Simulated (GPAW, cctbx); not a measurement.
# How far are the atoms of Li5TaS4 from free atoms?

Question: by how much does bonding change the X-ray structure factors of Li5TaS4, how firmly does DFT give the change, and what does a routine refinement make of it?

The start was made by putting kin elements into a known structure type; the compound need not exist, or be stable, in this form. All numbers below are calculated.

**1. Find the equilibrium geometry**

The density hangs on the geometry, so cell and atoms are relaxed first, with the symmetry held. The cutoff is set higher than for the density because stress converges slowly with plane waves.

Settings: GPAW 26.7.0, PBE, 670 eV, 4×4×4 k-points, Fermi–Dirac width 0.05 eV, BFGS to 0.03 eV/Å.

```text
cell
1.0
     3.888000000    0.000000000    0.000000000
     0.000000000    6.993000000    0.000000000
    -1.944000000   -3.496500000    6.560000000
Ta S Li
1 4 5
Direct
0.500000000 0.000000000 0.000000000
0.000000000 0.266300000 0.000000000
0.285300000 0.785300000 0.570600000
0.714700000 0.214700000 0.429400000
0.000000000 0.733700000 0.000000000
0.500000000 0.500000000 0.000000000
0.821600000 0.599300000 0.643200000
0.821600000 0.043900000 0.643200000
0.178400000 0.956100000 0.356800000
0.178400000 0.400700000 0.356800000
```

```console
$ OMP_NUM_THREADS=1 mpirun -n 4 gpaw python run.py > gpaw.log
```

```text
BFGS:    0      -46.015354        1.367682
BFGS:    1      -46.132305        1.173764
BFGS:    2      -46.554034        0.553819
BFGS:    3      -46.566533        0.471346
...
BFGS:   22      -46.722224        0.044091
BFGS:   23      -46.722939        0.032877
BFGS:   24      -46.723266        0.014719
cell  3.6612 6.8969 7.6882  116.65 103.77 90.00
volume 167.240 A^3, largest force 0.013 eV/A, largest stress 0.10 GPa
```

After 24 steps the volume has changed by -6.2 % and the energy by -0.708 eV; the largest stress left is 0.10 GPa. It took 15 min on 4 cores of Arm Neoverse V1 (shared host), peak memory 1.8 GiB.

Relaxed structure: Immm (no. 71), a = 3.6612 Å, b = 6.8969 Å, c = 13.2462 Å, α = 90.00°, β = 90.00°, γ = 90.00°.

```
atom  mult.    x       y       z
 Ta1      2  1/2       0       0
  S1      4    0  0.2553       0
  S2      4    0     1/2  0.2998
 Li1      2  1/2     1/2       0
 Li2      8  1/2  0.2836  0.3245
```

**2. Density and charge transfer**

X-rays see the whole electron density, so the PAW density is rebuilt with its core regions. Subtracting spherical free atoms from the same code cancels the cores and leaves the deformation density Δρ, the part due to bonding.

Settings: PBE, 550 eV, 5×5×5 k-points, Fermi–Dirac width 0.05 eV; primitive cell of 10 atoms.

```console
$ OMP_NUM_THREADS=1 mpirun -n 4 gpaw python run.py > gpaw.log
```

```text
|iter:   1|       0s |  -48.272654 | +0.08 |       |
|iter:   2|       3s |  -47.797588 | -1.52 | -1.00 |
|iter:   3|       7s |  -46.637118 | -0.91 | -1.05 |
...
|iter:   8|      25s |  -46.668029c| -5.84 | -3.36 |
|iter:   9|      29s |  -46.668044c| -6.75 | -3.84 |
|iter:  10|      33s |  -46.668040c| -7.81c| -4.27c|
```

```text
gpts.py:43: UserWarning: Initial realspace grid (20,40,42) inconsistent with symmetries.
gpts.py:43: UserWarning: Initial realspace grid (20,40,42) inconsistent with symmetries.
gpts.py:43: UserWarning: Initial realspace grid (20,40,42) inconsistent with symmetries.
gpts.py:43: UserWarning: Initial realspace grid (20,40,42) inconsistent with symmetries.
gpts.py:70: UserWarning: Using symmetrized grid: (42,42,42).
gpts.py:70: UserWarning: Using symmetrized grid: (42,42,42).
gpts.py:70: UserWarning: Using symmetrized grid: (42,42,42).
gpts.py:70: UserWarning: Using symmetrized grid: (42,42,42).
grid (84, 84, 84)  electrons 152.000  moved by bonding 1.628 e
deformation density beyond 0.5 A of the nuclei: max 0.094, min -0.097 e/A^3
atom        x       y       z   Voronoi charge  moment
Ta1    0.5000  0.0000  0.0000      0.388       0.00
S 2    0.0000  0.2553  0.0000     -0.290       0.00
S 3    0.2998  0.7998  0.5995     -0.299       0.00
S 4    0.7002  0.2002  0.4005     -0.299       0.00
S 5    0.0000  0.7447  0.0000     -0.290       0.00
Li6    0.5000  0.5000  0.0000      0.281       0.00
Li7    0.8245  0.6080  0.6489      0.127       0.00
Li8    0.8245  0.0409  0.6489      0.127       0.00
Li9    0.1755  0.9591  0.3511      0.127       0.00
Li10   0.1755  0.3920  0.3511      0.127       0.00
mean inner potential of superposed free atoms 14.380 V
total magnetic moment 0.000 muB
```

Deformation density in a plane through the shortest contact of the S atom at the origin, in 0.01 e/Å³ (clipped at ±99); x from -1.6 to 3.9 Å, y from 2.4 down to -2.4 Å:

```text
 -3  -3  -2   .   .   .  -2  -3  -2  -2  -2  -2  -2  -1  -1  -1
 -2  -3  -2  -1   0  -1  -2  -2  -2  -2  -2  -2  -2  -1   0   0
 -2  -2  -1   0   0   0  -1  -2  -2  -2  -2  -2  -1   0   1   1
 -2  -1   0   2   3   2   1   0  -1  -2  -2  -2  -1   0   1   1
 -1   1   3   3   2   3   3   2   0  -1  -2  -1  -1   0   0   0
  0   3   5   3   .  -3   4   5   2   0  -1   .  -1  -1  -1  -1
  1   4   6  -1   .   .   1   5   3   0   .   .  -1  -2  -2  -2
  1   3   5   0   .  -4   2   4   2   0  -1   .  -1  -1  -2  -2
 -1   1   3   5   7   7   6   3   0  -1   0   1   2   1  -1  -2
  0   0   1   4   6   6   3   0  -1   0   2   4   5   4   2   0
  1   0  -2  -3  -4  -6  -4  -4  -1   2   4   4   5   4   2   1
  4   2  -3  -2  -1  -8   1  -5  -1   6   4  -3   .  -3   0   1
  6   5  -4  -5   .   .   .  -9  -1   7   5   .   .   .   0   1
```

Atoms in or within 0.15 Å of the plane: S (0.0, 0.0), Li (2.3, 0.0) Å. Dots mark points within about 0.45 Å of a nucleus; large values next to them are atomic features.

S gains most (-0.29 e) and Ta loses most (+0.39 e), in averages over each element's sites; S is the most electronegative element, but the order of the others doesn't follow electronegativity. Such charges fall far short of formal ones, since overlapping free atoms already put density on their neighbours. Along the shortest contact from the S atom at the map's origin, S–Li at 2.34 Å, Δρ is +0.05 e/Å³ at the midpoint and highest, +0.05, 0.95 Å from S (points within 0.5 Å of a nucleus left out): little piles up between the atoms. At the midpoints of other shortest contacts it is +0.05 (Ta–S, 2.54 Å), -0.01 (Li–Li, 2.73 Å), -0.01 (Ta–Li, 3.31 Å) and 0.00 (S–S, 3.38 Å) e/Å³. Point values carry grid noise of about 0.01 e/Å³. The run needed 10 iterations, 49 s.

**3. From the density to structure factors**

The Fourier components of Δρ, added to those of the free atoms, give the static X-ray structure factors; the Mott–Bethe relation turns them into the Fourier components V of the potential that fast electrons feel.

```text
static structure factors of the conventional cell: F in electrons, V (Mott-Bethe) in volts
   h  k  l      d  |F| table  |F| free   |F| DFT   change   |V| free  |V| DFT  change %
   0  0  2  6.6231   145.345   145.307   145.019   -0.288     2.744    2.917      6.3
   0  1  1  6.1174   153.187   153.136   153.537    0.400     3.423    3.218     -6.0
   0  1  3  3.7186    81.501    81.447    79.919   -1.528     0.027    0.262    860.4
   1  0  1  3.5289    92.907    92.844    91.889   -0.955     0.686    0.849     23.8
   0  2  0  3.4484   121.039   121.015   120.288   -0.728     1.504    1.623      7.9
   0  0  4  3.3115   195.569   195.591   196.862    1.271     5.026    4.835     -3.8
   1  1  0  3.2338   174.226   174.246   175.023    0.776     3.851    3.739     -2.9
   0  2  2  3.0587    52.197    52.009    50.697   -1.312     0.354    0.186    -47.4
   1  1  2  2.9059    88.396    88.277    87.768   -0.509     0.573    0.632     10.3
   1  0  3  2.8183    59.468    59.220    58.581   -0.639     0.091    0.161     76.1
   0  1  5  2.4731   164.343   164.289   164.540    0.251     3.451    3.430     -0.6
   1  2  1  2.4664   189.732   189.673   189.882    0.209     4.647    4.629     -0.4
   0  2  4  2.3886    99.476    99.241    98.936   -0.305     1.214    1.238      2.0
   1  1  4  2.3136   133.401   133.268   133.166   -0.102     2.237    2.245      0.3
```

The largest X-ray change is -1.53 e on 013, 1.9 % of |F|. For electrons V goes as (Z − F)/g², so a change of F counts against Z − F, which is small at low angle and wherever the atoms' terms cancel: |V| of 022 moves by -47.4 % (0.35 to 0.19 V) against -2.5 % in |F|. The tabulated Hartree–Fock atoms differ from the free DFT atoms by up to 0.25 e, so the choice of reference atom matters too.

**4. Convergence**

Cutoff and k-mesh: one is changed at a time, to find what the result needs.

| run | ΔF 013 (e) | ΔF 022 (e) | ΔF 004 (e) | q(S) (e) | moved (e) | time |
| --- | --- | --- | --- | --- | --- | --- |
| 550 eV 5×5×5 | -1.528 | -1.312 | +1.271 | -0.294 | 1.628 | 49 s |
| 250 eV 5×5×5 | -1.533 | -1.314 | +1.257 | -0.294 | 1.592 | 19 s |
| 350 eV 5×5×5 | -1.527 | -1.310 | +1.269 | -0.293 | 1.604 | 30 s |
| 750 eV 5×5×5 | -1.528 | -1.312 | +1.267 | -0.294 | 1.616 | 79 s |
| 550 eV 2×1×2 | -1.545 | -1.458 | +1.576 | -0.315 | 1.768 | 14 s |
| 550 eV 4×2×4 | -1.522 | -1.297 | +1.251 | -0.295 | 1.625 | 29 s |

Within 0.03 e of the base on all three: 250 eV 5×5×5, 550 eV 4×2×4, 350 eV 5×5×5 and 750 eV 5×5×5; the cheapest takes 0.39 of the base's time. The largest error, 0.305 e, comes with 550 eV 2×1×2. Times are from shared hosts.

**5. What a spherical-atom refinement makes of it**

Routine crystallography fits spherical atoms. To see the bias, intensities are simulated from tabulated atoms plus the DFT change ΔF, so that bonding alone can misfit (5632 reflections of the full sphere, merged to the counts below, to 0.5 Å, 0.5 % proportional noise plus counting noise, assumed isotropic U as listed, Δρ smeared by the mean U) and refined with cctbx over different ranges.

| range | data | R1 | GooF | U Ta1 (true 0.0066) | U S1 (true 0.0115) | U S2 (true 0.0115) | U Li1 (true 0.0163) | largest shift (Å) | Δρ max, min (e/Å³) |
| --- | --- | --- | --- | --- | --- | --- | --- | --- | --- |
| all data | 838 | 0.0029 | 1.14 | 0.0066 | 0.0115 | 0.0115 | 0.0166 | 0.0009 | 0.19, -0.20 |
| low resolution, d > 0.84 | 194 | 0.0026 | 1.63 | 0.0066 | 0.0116 | 0.0115 | 0.0164 | 0.0009 | 0.11, -0.10 |
| high order, d < 0.75 | 569 | 0.0033 | 0.95 | 0.0066 | 0.0115 | 0.0115 | 0.0168 | 0.0014 | 0.16, -0.13 |
| occupancies free, d > 0.7 | 323 | 0.0026 | 1.41 | 0.0066 | 0.0115 | 0.0116 | 0.0153 | 0.0006 | 0.12, -0.11 |

With all data GooF is 1.14, diluted by the many high-angle data; the misfit shows at low resolution; the top residual peak lies 0.95 Å from S and 1.70 Å from Ta. No U is off by more than 3 s.u. at low resolution. With Ta1 held at 1 and the scale free, the other occupancies refine to S1 1.000(0.002), S2 1.001(0.002), Li1 0.978(0.017) and Li2 1.003(0.009), within three s.u. of full.

**6. Answer**

Bonding moves 1.63 e in the primitive cell of Li5TaS4 and changes the structure factors of the conventional cell in the table above by at most 1.53 e (013, 1.9 %), and among reflections above 2 % of the strongest by up to 2.5 % (022). The shortest bond, S–Li, has Δρ = +0.05 e/Å³ at its midpoint. Within 0.03 e of the base on all three: 250 eV 5×5×5, 550 eV 4×2×4, 350 eV 5×5×5 and 750 eV 5×5×5; the cheapest takes 0.39 of the base's time. The largest error, 0.305 e, comes with 550 eV 2×1×2. With all data GooF is 1.14, diluted by the many high-angle data. Limits: static density, frozen cores, no spin–orbit coupling.

[Outputs are excerpts: Python notices, other lines and further rows are left out; steps that failed or that the build refused (PBEsol, TPSS) are not shown.]

[Logs are printed without paths, hosts, clocks, repeated set-up lines and the standing remarks that a program may print on its own settings, such as how far it seeks lower states.]
